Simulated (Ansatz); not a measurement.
**Lattice dynamics of Mg2SO (built on the sites of a database entry of MgO)**

The cell of Mg2SO (built on the sites of a database entry of MgO) is at rest. What are its phonons?

Method: DFT PBE, scalar-relativistic, plane waves, norm-conserving pseudopotentials, in Ansatz 0.2.0.

The structure was built from a prototype and need not be the compound's stable phase.

## (1) The starting structure

The structure is trigonal, space group P3m1 (No. 156). Conventional cell: a = 3.655 Å, b = 3.655 Å, c = 5.976 Å, α = 90.00°, β = 90.00°, γ = 120.00°. Mg has 3 O at 2.17 Å and 1 S at 2.46 Å nearest. Nearest to Mg lie 1 O at 1.97 Å and 3 S at 2.35 Å. S has 4 Mg at 2.35 to 2.46 Å nearest. Nearest to O lie 4 Mg at 1.97 to 2.17 Å. Farther neighbours and most contacts between anions are not listed.

Coordinates:

```cif
data_structure
_symmetry_space_group_name_H-M 'P 1'
_symmetry_Int_Tables_number 1
_cell_length_a 3.6546
_cell_length_b 3.6546
_cell_length_c 5.9761
_cell_angle_alpha 90.000
_cell_angle_beta 90.000
_cell_angle_gamma 120.000
_cell_volume 69.13
loop_
_atom_site_label
_atom_site_type_symbol
_atom_site_fract_x
_atom_site_fract_y
_atom_site_fract_z
_atom_site_occupancy
Mg1 Mg 0.33333 0.66667 0.97383 1
Mg2 Mg 0.66667 0.33333 0.55951 1
S3 S 0.33333 0.66667 0.38608 1
O4 O 0.66667 0.33333 0.88978 1
```

## (2) Zone-centre response

The cell comes from relaxations at this level that are not shown. The zone centre is the only wavevector solved here; it holds the modes that light can see, as far as symmetry allows. The response to a homogeneous field gives the Born charges and the dielectric tensor, and its change with displacement the Raman tensors.

input.yaml reads:

```yaml
crystal:
  lattice:
    - [3.6546434299, 0.0, 0.0]
    - [-1.827321715, 3.1650140521, 0.0]
    - [0.0, 0.0, 5.9760861846]
  atoms:
    - { symbol: Mg, position: [0.3333333333, 0.6666666667, -0.0261738576] }
    - { symbol: Mg, position: [0.6666666667, 0.3333333333, 0.5595140099] }
    - { symbol: S, position: [0.3333333333, 0.6666666667, 0.386082228] }
    - { symbol: O, position: [0.6666666667, 0.3333333333, 0.8897776196] }
kpoints:
  mp_grid: { grid: [9, 9, 4] }
hamiltonian:
  xc: pbe
  pseudopotentials: { kind: nc }
scf:
  occupations: { method: fixed }
output:
  eigenvalues: true
phonons:
  method: dfpt
  dielectric: true
  rigid_motions: translations
  raman: true
```

Run with:

```bash
$ ansatz run input.yaml --threads 4 --pin off --max-ram 7168MiB --backend cpu --events-out ev --progress --plain --runs-dir out
```

Numbers of over 12 decimals in the logs are rounded to 6 here.

What it wrote:

```text
Engine: ansatz 0.2.0, aarch64-unknown-linux-gnu
Pseudopotentials: kind: nc
Pseudopotential: Mg, nc, valence charge 10, recommended cutoff 1142.878222 eV (normal), Mg.nc.azcp
Pseudopotential: S, nc, valence charge 6, recommended cutoff 770 eV (normal), S.nc.azcp (PseudoDojo's, or run here from an input of PseudoDojo's: the run reads no file of this project's for it)
Pseudopotential: O, nc, valence charge 6, recommended cutoff 1240 eV (normal), O.nc.azcp
Functional definition: PBE
  parameter kappa = 0.804
  parameter beta = 0.066725
  exchange = pbe_x(kappa = kappa, mu = beta*pi^2/3)
  correlation = pbe_c(beta = beta)
Crystal: 4 atoms, lattice volume = 69.125 Å³
Basis set: ecut = 1240 eV, 6827 PW (Γ), exchange–correlation on 90×90×144 points (8 copies of the dense FFT grid, shifted against one another)
Bands: 20, of which v1, the nominal top of the filled ones, is band 16 counted from 1 (15 counted from 0)
Symmetry: 6 space group operations
k-points: 95 of 324 (irreducible under 2 space group operations, time reversal used)
Non-local potential: Mg, projectors of the file, l = 0: 2, l = 1: 2
Non-local potential: S, projectors of the file, l = 0: 2, l = 1: 2, l = 2: 2
Non-local potential: O, projectors of the file, l = 0: 2, l = 1: 2, l = 2: 1
Initial density: superposition of atomic densities (chi_scale 0.1, normalization cell, long waves kept (reshape's long-wave potential 0.13 eV rms))
Initial wavefunctions: pseudopotential atomic-orbital guess
Functional: x = pbe(κ = 0.804, μ = 0.219515), c = pbe(β = 0.066725)
SCF iter   1: F=—  HF=-4002.201739 eV  |F-HF|=—  |Δ(HF+E_count)|=         —  Δρ=7.33e-2  dr2=3.39e0  ethr=3.10e-3  ⟨swp⟩=5.0  Hψ=8579  notcnv=0  defer=29
preconditioner: auto → Resta (q_TF=auto, 2.400 Å⁻¹)  ε∞=3.6  [insulator: Δε(μ)=2.436 eV  Ē_g=11.002 eV  n_scr=22 (ndim 8)  ℏωp=17.9 eV  f_vac=0.000  ε∞_Penn≈3.6]
SCF iter   2: F=—  HF=-4001.297089 eV  |F-HF|=—  |Δ(HF+E_count)|=   9.05e-1  Δρ=3.12e-2  dr2=8.75e-1  ethr=3.10e-3  ⟨swp⟩=4.0  Hψ=4618  notcnv=0  defer=180
SCF iter   3: F=—  HF=-4001.084016 eV  |F-HF|=—  |Δ(HF+E_count)|=   2.13e-1  Δρ=1.94e-2  dr2=2.67e-1  ethr=2.74e-3  ⟨swp⟩=2.0  Hψ=3512  notcnv=0  defer=184
SCF iter   4: F=—  HF=-4001.034416 eV  |F-HF|=—  |Δ(HF+E_count)|=   4.96e-2  Δρ=5.60e-3  dr2=2.37e-2  ethr=8.36e-4  ⟨swp⟩=3.0  Hψ=2860  notcnv=0  defer=190
SCF iter   5: F=—  HF=-4001.035678 eV  |F-HF|=—  |Δ(HF+E_count)|=   1.26e-3  Δρ=9.24e-4  dr2=8.31e-4  ethr=7.41e-5  ⟨swp⟩=2.7  Hψ=3519  notcnv=0  defer=190
SCF iter   6: F=—  HF=-4001.036367 eV  |F-HF|=—  |Δ(HF+E_count)|=   6.89e-4  Δρ=2.67e-4  dr2=3.39e-5  ethr=2.60e-6  ⟨swp⟩=3.7  Hψ=3498  notcnv=0  defer=190
SCF iter   7: F=—  HF=-4001.036408 eV  |F-HF|=—  |Δ(HF+E_count)|=   4.08e-5  Δρ=6.26e-5  dr2=2.44e-6  ethr=1.06e-7  ⟨swp⟩=2.3  Hψ=2990  notcnv=0  defer=190
SCF iter   8: F=—  HF=-4001.036386 eV  |F-HF|=—  |Δ(HF+E_count)|=   2.22e-5  Δρ=1.32e-5  dr2=1.27e-7  ethr=7.63e-9  ⟨swp⟩=2.1  Hψ=2661  notcnv=0  defer=178
SCF iter   9: F=—  HF=-4001.036386 eV  |F-HF|=—  |Δ(HF+E_count)|=   1.83e-7  Δρ=3.41e-6  dr2=6.94e-9  ethr=3.97e-10  ⟨swp⟩=2.0  Hψ=2937  notcnv=0  defer=179
SCF iter  10: F=—  HF=-4001.036386 eV  |F-HF|=—  |Δ(HF+E_count)|=   6.00e-9  Δρ=5.49e-7  dr2=2.81e-10  ethr=2.17e-11  ⟨swp⟩=2.0  Hψ=2608  notcnv=0  defer=179
SCF iter  11: F=-4001.036386 eV  HF=-4001.036386 eV  |F-HF|=1.82e-11  |Δ(HF+E_count)|=  3.03e-10  Δρ=1.85e-7  dr2=2.42e-11  ethr=1.00e-12  ⟨swp⟩=12.4  Hψ=14085  notcnv=0
SCF 1 converged in 11 iterations: F = -4001.036386 eV  dr2 = 2.42e-11
NSCF: frozen V_eff on 4 k-points
DFPT response loops at Γ: preconditioner auto → Resta (q_TF=auto, 2.400 Å⁻¹)  ε∞=6.3 (no band partly filled); β = 1.00, the filter's whole step (`scf.mixing.beta` (0.50) is not read by the response loops at its default; to damp them type it under 1.00, their step now; it binds the ground state too); Broyden in place of MSR1
[...]
k-point 2: bands = [... 12 lower, 2.6759, 2.6759, 4.6550, 4.6550, 8.1186, 9.9589, 11.1876, 13.3745]
  k-point 94: bands = [... 12 lower, 2.0833, 2.7260, 3.1421, 3.3982, 9.1443, 10.3664, 11.6122, 12.2800]
--- Phonons (Γ-DFPT): 8 representative perturbations + reference, on 95 of 324 k-points (Σ response iterations 31) ---
  k mesh reduced under 2 symmetry operations, with k and −k counted as one. Each operation leaves every solved perturbation unchanged. A smaller set is not considered because the run solves the response to a homogeneous field
  ASR residual: 1.234e-2 → 0.000e0 eV/Å²; symmetrization residual: 2.637e-5 eV/Å²
  ASR residual per site (eV/Å²): 4.61e-3 1.23e-2 5.12e-5 1.70e-4
  Γ frequencies (cm⁻¹): 0.00 0.00 0.00 124.90 124.90 281.60 281.60 313.18 382.91 390.07 390.07 515.22
  ε∞ (high-frequency dielectric tensor):
        3.809972     0.000000     0.000000
        0.000000     3.809972     0.000000
        0.000000     0.000000     3.894719
  ε⁰ (static dielectric tensor: ions relaxed, cell fixed):
        8.364235    -0.000000     0.000000
       -0.000000     8.364235     0.000000
        0.000000     0.000000     7.666811
  ε⁰ − ε∞ (ionic part):
        4.554264    -0.000000     0.000000
       -0.000000     4.554264     0.000000
        0.000000     0.000000     3.772091
  softest optical mode at Γ: 124.90 cm⁻¹; the repairs (sum rule, projections) moved no ω² at Γ by more than (11.97 cm⁻¹)²
  Born effective charges Z* (e; rows j = field, columns β = displacement):
    site 0:
         1.84103    0.00000    0.00000
         0.00000    1.84103    0.00000
         0.00000    0.00000    2.58682
    site 1:
         1.80715    0.00000    0.00000
         0.00000    1.80715    0.00000
         0.00000    0.00000    1.44545
    site 2:
        -1.69108   -0.00000   -0.00000
        -0.00000   -1.69108   -0.00000
        -0.00000   -0.00000   -1.80946
    site 3:
        -1.95710   -0.00000   -0.00000
        -0.00000   -1.95710   -0.00000
        -0.00000   -0.00000   -2.22281
  Z* charge neutrality: 1.321e-3 e pre-enforcement
  solved inside a basis spanned on kpoints, on 12×12×6 k-points transformed towards the longest dipole: ε∞ is read to err by 9.5e-3, Z* by 1.1e-2 e (field_mesh: kpoints solves on kpoints); Z* is corrected for what the basis lacks
  Raman tensors (in the event stream and the table raman_tensors.tsv): an entry may err by 4.2e-2 Å², one of the second-order susceptibility by 2.0e-2 pm/V (basis, points and sum rule); their sum over the sites missed zero by 2.011e-4 Å² ahead of its enforcement
  optical modes at Γ without the LO–TO term, one row a degenerate level:
      ω (cm⁻¹)  modes    IR ((D/Å)²/amu)  static Raman (Å⁴/amu)  depolarisation
        124.90      2             0.3130                 0.8014           0.750
        281.60      2            15.6513                 8.3232           0.750
        313.18      1             8.5196                 9.8110           0.600
        382.91      1             0.1213                67.4900           0.006
        390.07      2            11.8324                10.1382           0.750
        515.22      1             9.1751                 7.8530           0.738
  optical modes at Γ + LO–TO along q̂ = [1.0000, 0.0000, 0.0000]:
      ω (cm⁻¹)  modes    IR ((D/Å)²/amu)  static Raman (Å⁴/amu)  depolarisation
        124.90      1             0.1565                 0.4007           0.750
        127.03      1             0.0281                 0.2598           0.750
        281.60      1             7.8257                 4.1616           0.750
        313.18      1             8.5196                 9.8110           0.600
        330.73      1             1.2815                 6.4303           0.750
        382.91      1             0.1213                67.4900           0.006
        390.07      1             5.9162                 5.0691           0.750
        483.83      1            12.5888                 2.0698           0.750
[...]
optical modes at Γ + LO–TO along q̂ = [0.0000, 1.0000, 0.0000]:
      ω (cm⁻¹)  modes    IR ((D/Å)²/amu)  static Raman (Å⁴/amu)  depolarisation
[...]
optical modes at Γ + LO–TO along q̂ = [0.0000, 0.0000, 1.0000]:
      ω (cm⁻¹)  modes    IR ((D/Å)²/amu)  static Raman (Å⁴/amu)  depolarisation
[...]
281.60      2            15.6513                 8.3232           0.750
        371.69      1             2.1064                 9.6707           0.042
        386.83      1             0.9260                60.1229           0.014
        390.07      2            11.8324                10.1382           0.750
        602.92      1            14.7836                 9.8528           0.594
[key lines of the parts left out:]
SCF converged after 11 iterations
Free energy (F): -4001.036386 eV
Fermi energy:    4.667636 eV
```

It took 38 min on 4 threads of Arm Neoverse N1, shared host; peak memory 3.7 GiB; 2.1 h of CPU time.

Numbers from this step:

- gap on the k-mesh: 1.535 eV
- volume per atom: 17.28 Å³
- sum-rule residual before enforcement: 0.01234 eV/Å²
- miss of the charge sum rule: 0.001321 e
- estimated error of the dielectric tensor: 0.009481
- estimated error of the Born charges: 0.01126 e
- point group: 3m
- highest optical mode at the zone centre (no LO-TO term): 515.2 cm⁻¹
- lowest optical zone-centre mode: 124.9 cm⁻¹
- mean high-frequency dielectric constant: 3.838
- largest Born charge (third of the trace): 2.090 e
- mean static dielectric constant: 8.132
- top of the zone-centre spectrum with the field: 602.9 cm⁻¹

Without the LO-TO term. Patterns of degenerate modes are one choice out of their space. Modes at Γ, with each element's share of the kinetic energy:

| mode | frequency (cm⁻¹) | symmetry | Mg % | S % | O % |
| --- | --- | --- | --- | --- | --- |
| 1 | 0.0 | acoustic | 50 | 33 | 17 |
| 2 | 0.0 | acoustic | 50 | 33 | 17 |
| 3 | 0.0 | acoustic | 50 | 33 | 17 |
| 4 | 124.9 | E | 59 | 27 | 14 |
| 5 | 124.9 | E | 59 | 27 | 14 |
| 6 | 281.6 | E | 30 | 1 | 69 |
| 7 | 281.6 | E | 30 | 1 | 69 |
| 8 | 313.2 | A1 | 65 | 35 | 0 |
| 9 | 382.9 | A1 | 47 | 32 | 21 |
| 10 | 390.1 | E | 60 | 39 | 1 |
| 11 | 390.1 | E | 60 | 39 | 1 |
| 12 | 515.2 | A1 | 38 | 0 | 62 |

Displacements in mode 4 (124.9 cm⁻¹), the largest set to 1:
```
Mg1  0.01  1.00  0.00
Mg2 -0.01 -0.57  0.00
S3  -0.01 -0.67  0.00
O4   0.01  0.69  0.00
```

Displacements in mode 12 (515.2 cm⁻¹), the largest set to 1:
```
Mg1  0.00  0.00 -0.02
Mg2  0.00  0.00 -0.63
S3   0.00  0.00  0.00
O4   0.00  0.00  1.00
```

Optical modes at the zone centre, without and with the macroscopic field of the longitudinal modes; each column is sorted by frequency, so a row need not hold one and the same mode. Modes with and without the field, by row:

| rank among optical modes | no field (cm⁻¹) | q along (1, 0, 0) (cm⁻¹) | q along (0, 0, 1) (cm⁻¹) |
| --- | --- | --- | --- |
| 1 | 124.9 | 124.9 | 124.9 |
| 2 | 124.9 | 127 | 124.9 |
| 3 | 281.6 | 281.6 | 281.6 |
| 4 | 281.6 | 313.2 | 281.6 |
| 5 | 313.2 | 330.7 | 371.7 |
| 6 | 382.9 | 382.9 | 386.8 |
| 7 | 390.1 | 390.1 | 390.1 |
| 8 | 390.1 | 483.8 | 390.1 |
| 9 | 515.2 | 515.2 | 602.9 |

Born charge (rows field, columns displacement) (e), principal values of the symmetric part by kind of site:

| atom | atoms with these values | low | middle | high | mean |
| --- | --- | --- | --- | --- | --- |
| Mg1 | 1 | 1.84 | 1.84 | 2.59 | 2.09 |
| Mg2 | 1 | 1.45 | 1.81 | 1.81 | 1.69 |
| S3 | 1 | -1.81 | -1.69 | -1.69 | -1.73 |
| O4 | 1 | -2.22 | -1.96 | -1.96 | -2.05 |

In full for S3:

```
-1.69  0.00  0.00
 0.00 -1.69  0.00
 0.00  0.00 -1.81
```

High-frequency dielectric tensor:

```
3.81 0.00 0.00
0.00 3.81 0.00
0.00 0.00 3.89
```

Static dielectric tensor (ions relaxed, fixed cell):

```
8.36 0.00 0.00
0.00 8.36 0.00
0.00 0.00 7.67
```

Transverse modes. Lines of the infrared spectrum (strongest = 100):

| position (cm⁻¹) | label | relative intensity |
| --- | --- | --- |
| 125 | E | 2.0 |
| 282 | E | 100 |
| 313 | A1 | 54 |
| 383 | A1 | 0.8 |
| 390 | E | 76 |
| 515 | A1 | 59 |

Activity x (w_L - w)^4 (n + 1)/w, 532 nm, 300 K; the tensors are static ones, while 532 nm light lies above the computed direct gap, where resonance would change the heights; modes without the macroscopic field alone. Raman lines, with heights relative to the strongest:

| position (cm⁻¹) | label | relative intensity |
| --- | --- | --- |
| 125 | E | 7.2 |
| 282 | E | 19 |
| 313 | A1 | 20 |
| 383 | A1 | 100 |
| 390 | E | 15 |
| 515 | A1 | 7.7 |

Static second-order susceptibility (pm/V), twice the coefficient d of second-harmonic generation. Second order susceptibility, by row:

| field along | xx | yy | zz | yz | xz | xy |
| --- | --- | --- | --- | --- | --- | --- |
| x | 0 | 0 | 0 | 0 | 1.83 | -2.69 |
| y | -2.69 | 2.69 | 0 | 1.83 | 0 | 0 |
| z | 1.83 | 1.83 | -2.81 | 0 | 0 | 0 |

Before it was imposed, the acoustic sum rule was missed by 0.012 eV/Å² and the charge sum rule by 0.0013 e. Small misses are needed for a sound result but don't prove that mesh and cutoff are converged. The lowest optical mode is real, 125 cm⁻¹.

The log warns of the k mesh: “the force constants stand on the 9×9×4 k-mesh, whose period is 12.33 times the interband length at k = (0.0000, 0.0000, 0.0000), direct gap 1.535 eV, under 14: take them and everything formed from them as unconverged”.

## (3) Another isotope, element Mg, natural mass 24.305 amu

An isotope changes the mass and not the force constants, so no new electronic calculation is needed; the shifts show which modes move this element.

The same force constants with the mass of Mg changed from 24.305 to 25.983 u (phonopy, no LO-TO term). Both lists are sorted by frequency; levels can cross, so a row need not hold one and the same mode. Modes under 3 cm⁻¹ are left out. Isotope shifts, by row:

| q | rank | natural mass (cm⁻¹) | changed mass (cm⁻¹) |
| --- | --- | --- | --- |
| 0 0 0 | 4 | 124.9 | 122.4 |
| 0 0 0 | 5 | 124.9 | 122.4 |
| 0 0 0 | 6 | 281.6 | 278.9 |
| 0 0 0 | 7 | 281.6 | 278.9 |
| 0 0 0 | 8 | 313.2 | 306.4 |
| 0 0 0 | 9 | 382.9 | 377 |
| 0 0 0 | 10 | 390.1 | 382.4 |
| 0 0 0 | 11 | 390.1 | 382.4 |
| 0 0 0 | 12 | 515.2 | 509.1 |

A mode of this element alone would shift by -3.28 %. The highest zone-centre frequency without the field goes from 515.2 to 509.1 cm⁻¹ (-1.2 %). The product of the frequency ratios over all optical modes at Γ is 0.861; the product rule, (m/m′)^(3k/2) (M′/M)^(3/2) with k = 2 such atoms and M the mass of the cell, gives 0.862.

## (4) Another isotope, element O, natural mass 15.999 amu

The same for O, from 16.00 to 18.00 u.

The same force constants with the mass of O changed from 15.999 to 17.999 u (phonopy, no LO-TO term). Both lists are sorted by frequency; levels can cross, so a row need not hold one and the same mode. Modes under 3 cm⁻¹ are left out. Isotope shifts, by row:

| q | rank | natural mass (cm⁻¹) | changed mass (cm⁻¹) |
| --- | --- | --- | --- |
| 0 0 0 | 4 | 124.9 | 123.8 |
| 0 0 0 | 5 | 124.9 | 123.8 |
| 0 0 0 | 6 | 281.6 | 270.6 |
| 0 0 0 | 7 | 281.6 | 270.6 |
| 0 0 0 | 8 | 313.2 | 313.1 |
| 0 0 0 | 9 | 382.9 | 377.6 |
| 0 0 0 | 10 | 390.1 | 390 |
| 0 0 0 | 11 | 390.1 | 390 |
| 0 0 0 | 12 | 515.2 | 497.8 |

A mode of this element alone would shift by -5.72 %. The highest zone-centre frequency without the field goes from 515.2 to 497.8 cm⁻¹ (-3.4 %). The product of the frequency ratios over all optical modes at Γ is 0.864; the product rule, (m/m′)^(3k/2) (M′/M)^(3/2) with k = 1 such atoms and M the mass of the cell, gives 0.864.

## (5) Another isotope, element S, natural mass 32.06 amu

The same for S, from 32.06 to 33.97 u.

A mode of this element alone would shift by -2.85 %. The highest zone-centre frequency without the field goes from 515.2 to 515.2 cm⁻¹ (+0.0 %). The product of the frequency ratios over all optical modes at Γ is 0.944; the product rule, (m/m′)^(3k/2) (M′/M)^(3/2) with k = 1 such atoms and M the mass of the cell, gives 0.944.

## (6) Outcome

* space group (within 0.01 Å): P3m1
* volume per atom: 17.3 Å³
* gap on the k-mesh: 1.54 eV
* highest optical mode at the zone centre (no LO-TO term): 515 cm⁻¹
* top of the zone-centre spectrum with the field: 603 cm⁻¹
* lowest optical zone-centre mode: 125 cm⁻¹
* mean high-frequency dielectric constant: 3.84
* mean static dielectric constant: 8.13
* largest Born charge (third of the trace): 2.09 e
* imaginary modes at Γ (the only wavevector solved): none

What this shows: The structure is stable against zone-centre distortions, since no mode there is imaginary; other wavevectors were not solved, so zone-boundary instabilities are untested. Without the field, the optical modes at Γ span 125 to 515 cm⁻¹. No dispersion was computed. With the macroscopic field of the longitudinal modes the top of the zone-centre spectrum lies at 603 cm⁻¹, against 515 cm⁻¹ without it. Lattice motion raises the mean dielectric constant from 3.838 to 8.132. The strongest infrared line is at 282 cm⁻¹. Averaged over orientations, the strongest Raman line at 532 nm and 300 K is at 383 cm⁻¹, among the modes without the field; their longitudinal partners can be Raman active too. The tensors are the static, non-resonant ones, while 532 nm light (2.33 eV) lies above the computed gap. With the field response the log warns that the k mesh is coarse for the force constants too, so the frequencies may not be converged. The starting cell was built on a prototype and not taken from a measurement, so the phase need not exist. These are harmonic frequencies at zero temperature: anharmonic shifts, linewidths and thermal expansion are left out.

[Logs are printed without paths, hosts, clocks, repeated set-up lines and the standing remarks that a program may print on its own settings, such as how far it seeks lower states.]

[Hosts, paths, dates, database ids (printed as entryN), source tags and the programs' standing remarks are cut or masked in the printed files.]
